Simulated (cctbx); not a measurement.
## Gd2Zr2S7 with cctbx, script by script

Library: cctbx 2025.11. The data are simulated by the first script.

## 1. Simulate the data

run.py:

```python
from cctbx import adptbx, crystal, miller, sgtbx, xray
from cctbx.array_family import flex
from iotbx.shelx import hklf
from scitbx import matrix
import scitbx.random

cs = crystal.symmetry(unit_cell=(12.592, 12.592, 12.592, 90, 90, 90), space_group_symbol='Hall: F 4d 2 3 -1d')  # Fd-3m
atoms = [  # label, site, U (iso, or U11 U22 U33 U12 U13 U23 in A^2), occupancy
    ("Gd1", (0.125, 0.125, 0.125), 0.0083, 0.95),
    ("Zr1", (0.125, 0.125, 0.125), 0.0083, 0.05),
    ("Zr2", (0.375, 0.625, 0.375), 0.0096, 0.95),
    ("Gd2", (0.375, 0.625, 0.375), 0.0096, 0.05),
    ("S1", (0.2105, 0, 0.5), 0.0172, 1),
    ("S2", (0.5, 0, 0.5), 0.0134, 1),
]
xs = xray.structure(crystal_symmetry=cs)
for label, site, u, occ in atoms:
    u = adptbx.u_cif_as_u_star(cs.unit_cell(), u) if isinstance(u, tuple) else u
    xs.add_scatterer(xray.scatterer(label, site=site, u=u, occupancy=occ))
xs.set_inelastic_form_factors(0.71073, "sasaki")
xs.show_summary()
p1 = xs.expand_to_p1()
ms = miller.build_set(p1, anomalous_flag=True, d_min=0.75)
flex.set_random_seed(571821)
scitbx.random.set_random_seed(571821)
ms = ms.select(flex.random_double(ms.size()) < 0.95)
i = ms.structure_factors_from_scatterers(p1, algorithm="direct").f_calc().as_intensity_array().data()
i = i * 70000 / flex.max(i)
sig = flex.sqrt(i + flex.pow2(0.02 * i) + 8 ** 2)
noise = scitbx.random.variate(scitbx.random.normal_distribution())(i.size())
data = ms.array(data=i + sig * noise, sigmas=sig).set_observation_type_xray_intensity()
with open("data.hkl", "w") as f:
    data.export_as_shelx_hklf(f)
print("reflections written:", data.size(), " <I/sigma> = %.1f" % flex.mean(data.data() / data.sigmas()))
for h, a, b in list(data.sort("data"))[:12]:
    print("%4d%4d%4d %9.1f %7.1f" % (h + (a, b)))
```

```console
$ python run.py
```

```text
Number of scatterers: 6
At special positions: 6
Unit cell: (12.592, 12.592, 12.592, 90, 90, 90)
Space group: F d -3 m :1 (No. 227)
reflections written: 18861  <I/sigma> = 3.9
  -4   0   4   71514.0  1424.8
  -4   0  -4   70288.0  1424.8
   0   4   4   70023.9  1424.8
   0   4  -4   69967.8  1424.8
  -4  -4   0   69786.8  1424.8
   4   4   0   69741.3  1424.8
   4   0  -4   69227.8  1424.8
  -4   4   0   69130.3  1424.8
   0  -4   4   68892.4  1424.8
   4   0   4   68820.3  1424.8
   0  -4  -4   67938.0  1424.8
   4  -4   0   67752.6  1424.8
```

It took 0.36 s on 1 thread of Arm Neoverse V2, on a shared host, peak memory 0.08 GiB.

## 2. Refinement

run.py:

```python
import math
from cctbx import adptbx, crystal, maptbx, sgtbx, xray
from cctbx.array_family import flex
from cctbx.xray import observations
from iotbx.shelx import hklf
from scitbx.lstbx import normal_eqns_solving
from smtbx import absolute_structure, utils
from smtbx.refinement import constraints, least_squares

cs = crystal.symmetry(unit_cell=(12.592, 12.592, 12.592, 90, 90, 90), space_group_symbol='Hall: F 4d 2 3 -1d')  # Fd-3m
atoms = [  # label, site, U (iso, or U11 U22 U33 U12 U13 U23 in A^2), occupancy
    ("Gd1", (0.125, 0.125, 0.125), 0.0200, 1),
    ("Zr2", (0.375, 0.625, 0.375), 0.0200, 1),
    ("S1", (0.2105, 0, 0.5), 0.0200, 1),
    ("S2", (0.5, 0, 0.5), 0.0200, 1),
]
xs = xray.structure(crystal_symmetry=cs)
for label, site, u, occ in atoms:
    u = adptbx.u_cif_as_u_star(cs.unit_cell(), u) if isinstance(u, tuple) else u
    xs.add_scatterer(xray.scatterer(label, site=site, u=u, occupancy=occ))
xs.set_inelastic_form_factors(0.71073, "sasaki")
xs.convert_to_anisotropic()
raw = hklf.reader(file_name="data.hkl").as_miller_arrays(crystal_symmetry=cs, anomalous=True)[0]
merged = raw.eliminate_sys_absent().merge_equivalents()
fo2 = merged.array().set_observation_type_xray_intensity()
print("Rint %.3f, %d unique reflections to %.2f A" % (merged.r_int(), fo2.size(), fo2.d_min()))
for sc in xs.scatterers():
    sc.flags.set_grad_site(True)
    sc.flags.set_grad_u_aniso(sc.flags.use_u_aniso())
    sc.flags.set_grad_u_iso(sc.flags.use_u_iso())
obs = fo2.as_xray_observations()
extra = {}
rep = constraints.reparametrisation(xs, [], utils.connectivity_table(xs), **extra)
ls = least_squares.crystallographic_ls(obs, rep, weighting_scheme=least_squares.mainstream_shelx_weighting(a=0, b=0))
print("cycle     R1     wR2    GooF  max shift (A)")
for cycle in range(12):
    ls.build_up()
    r1, wr2, goof = ls.r1_factor(cutoff_factor=2)[0], ls.wR2(), ls.goof()
    old = xs.sites_cart()
    normal_eqns_solving.levenberg_marquardt_iterations(ls, n_max_iterations=3, tau=1e-06, step_threshold=1e-7)
    big = flex.max((xs.sites_cart() - old).norms())
    print("%4d %7.4f %7.4f %7.3f %9.5f" % (cycle + 1, r1, wr2, goof, big))
    ls.build_up(objective_only=True)
    if abs(ls.wR2() - wr2) < 5e-5 and big < 5e-4:
        break
ls.build_up()
print("final R1 %.4f wR2 %.4f GooF %.3f  parameters %d  data/parameter %.1f" % (ls.r1_factor(cutoff_factor=2)[0], ls.wR2(), ls.goof(), ls.n_parameters, fo2.size() / ls.n_parameters))
cov = ls.covariance_matrix_and_annotations()
su = dict(zip(cov.annotations, (math.sqrt(max(v, 0)) for v in cov.matrix.matrix_packed_u_diagonal())))
a2 = cs.unit_cell().reciprocal_parameters()[0] ** -2
print("atom        x        y        z      Ueq    occ   su(xyz)  su(Uiso or U11)")
for sc in xs.scatterers():
    s = max(su.get(sc.label + k, 0) for k in (".x", ".y", ".z"))
    npd = "" if sc.is_positive_definite_u(cs.unit_cell()) else "  NPD"
    print("%-5s %8.5f %8.5f %8.5f %8.4f %6.3f %8.5f %7.4f%s" % ((sc.label,) + sc.site + (sc.u_iso_or_equiv(cs.unit_cell()), sc.occupancy, s, su.get(sc.label + ".uiso", su.get(sc.label + ".u11", 0) * a2), npd)))
fo = fo2.f_sq_as_f()
fc = fo.structure_factors_from_scatterers(xs, algorithm="direct").f_calc()
diff = fo.f_obs_minus_f_calc(1 / math.sqrt(ls.scale_factor()), fc).average_bijvoet_mates()
m = diff.fft_map(symmetry_flags=maptbx.use_space_group_symmetry, resolution_factor=0.25).apply_volume_scaling()
print("difference map: max %.2f min %.2f rms %.2f" % (m.statistics().max(), m.statistics().min(), m.statistics().sigma()))
peaks = m.peak_search(parameters=maptbx.peak_search_parameters(min_distance_sym_equiv=0.6, max_clusters=6)).all()
near = xs.closest_distances(peaks.sites(), distance_cutoff=4)
sps = cs.special_position_settings(min_distance_sym_equiv=0.5)
for k, (x, h) in enumerate(zip(peaks.sites(), peaks.heights())):
    ss = sps.site_symmetry(x)
    print("Q%-3d %7.4f %7.4f %7.4f %4d %7.2f  %.2f A from %s" % ((k + 1,) + tuple(t % 1 for t in ss.exact_site()) + (ss.multiplicity(), h, near.smallest_distances[k], xs.scatterers()[near.i_seqs[k]].label)))
```

```console
$ python run.py
```

```text
Rint 0.019, 147 unique reflections to 0.75 A
cycle     R1     wR2    GooF  max shift (A)
   1  0.0962  0.2274  27.507   0.00136
   2  0.0177  0.0395   4.778   0.00000
final R1 0.0177 wR2 0.0395 GooF 4.778  parameters 9  data/parameter 16.3
atom        x        y        z      Ueq    occ   su(xyz)  su(Uiso or U11)
Gd1    0.12500  0.12500  0.12500   0.0081  1.000  0.00000  0.0002
Zr2    0.37500  0.62500  0.37500   0.0061  1.000  0.00000  0.0002
S1     0.21039  0.00000  0.50000   0.0156  1.000  0.00011  0.0007
S2     0.50000  0.00000  0.50000   0.0116  1.000  0.00000  0.0006
difference map: max 2.45 min -0.58 rms 0.20
Q1    0.1250  0.1250  0.6250   16    2.45  0.00 A from Zr2
Q2    0.1250  0.1250  0.1250   16    1.11  0.00 A from Gd1
Q3    0.0000  0.0000  0.2600   48    0.52  0.37 A from S1
Q4    0.0972  0.0972  0.0972   32    0.51  0.61 A from Gd1
Q5    0.0289  0.1702  0.6702   96    0.28  1.43 A from S1
Q6    0.0224  0.0224  0.9776   32    0.26  0.49 A from S2
```

Time: 0.45 s.

This run holds a fault made on purpose: disorder ignored: each site full, of its main element.

## 3. Refinement (occupancies of the disordered sites free, main element alone)

run.py, as its changes from the last script of this kind:

```diff
@@ -12,4 +12,4 @@
-    ("Gd1", (0.125, 0.125, 0.125), 0.0200, 1),
-    ("Zr2", (0.375, 0.625, 0.375), 0.0200, 1),
-    ("S1", (0.2105, 0, 0.5), 0.0200, 1),
-    ("S2", (0.5, 0, 0.5), 0.0200, 1),
+    ("Gd1", (0.125, 0.125, 0.125), 0.0120, 1),
+    ("Zr2", (0.375, 0.625, 0.375), 0.0120, 1),
+    ("S1", (0.21039, 0, 0.5), 0.0120, 1),
+    ("S2", (0.5, 0, 0.5), 0.0120, 1),
@@ -30,0 +31 @@
+    sc.flags.set_grad_occupancy(sc.label in ('Gd1', 'Zr2'))
@@ -36 +37 @@
-for cycle in range(12):
+for cycle in range(20):
@@ -55,0 +57,2 @@
+print("su of occupancy Gd1: %.3f" % su["Gd1.occ"])
+print("su of occupancy Zr2: %.3f" % su["Zr2.occ"])
```

```console
$ python run.py
```

```text
Rint 0.019, 147 unique reflections to 0.75 A
cycle     R1     wR2    GooF  max shift (A)
   1  0.0554  0.1390  16.934   0.00040
   2  0.0145  0.0321   3.913   0.00030
   3  0.0120  0.0263   3.199   0.00024
   4  0.0099  0.0217   2.640   0.00019
   5  0.0083  0.0181   2.209   0.00015
   6  0.0071  0.0155   1.884   0.00012
   7  0.0061  0.0135   1.644   0.00009
   8  0.0054  0.0121   1.472   0.00007
   9  0.0049  0.0111   1.351   0.00006
  10  0.0046  0.0104   1.268   0.00004
  11  0.0044  0.0099   1.212   0.00003
  12  0.0042  0.0096   1.174   0.00003
  13  0.0042  0.0094   1.148   0.00002
  14  0.0041  0.0093   1.131   0.00001
  15  0.0041  0.0092   1.119   0.00001
  16  0.0040  0.0091   1.110   0.00001
  17  0.0040  0.0091   1.104   0.00001
final R1 0.0040 wR2 0.0090 GooF 1.099  parameters 11  data/parameter 13.4
atom        x        y        z      Ueq    occ   su(xyz)  su(Uiso or U11)
Gd1    0.12500  0.12500  0.12500   0.0083  0.969  0.00000  0.0000
Zr2    0.37500  0.62500  0.37500   0.0091  1.031  0.00000  0.0001
S1     0.21053  0.00000  0.50000   0.0174  1.000  0.00003  0.0002
S2     0.50000  0.00000  0.50000   0.0135  1.000  0.00000  0.0002
su of occupancy Gd1: 0.002
su of occupancy Zr2: 0.003
difference map: max 0.44 min -0.43 rms 0.07
Q1    0.1059  0.1059  0.6059   32    0.48  0.42 A from Zr2
Q2    0.1065  0.1065  0.1065   32    0.37  0.40 A from Gd1
Q3    0.0791  0.0791  0.4209   32    0.24  2.17 A from S1
Q4    0.0247  0.1923  0.6923   96    0.24  1.04 A from S1
Q5    0.0859  0.1410  0.3590   96    0.24  2.26 A from S1
Q6    0.0229  0.1970  0.1970   96    0.22  1.23 A from S1
```

Run time: 1.2 s on 1 thread of Arm Neoverse V2 (shared host), peak memory 0.09 GiB.

[Logs are printed without paths, hosts, clocks, repeated set-up lines and the standing remarks that a program may print on its own settings, such as how far it seeks lower states.]
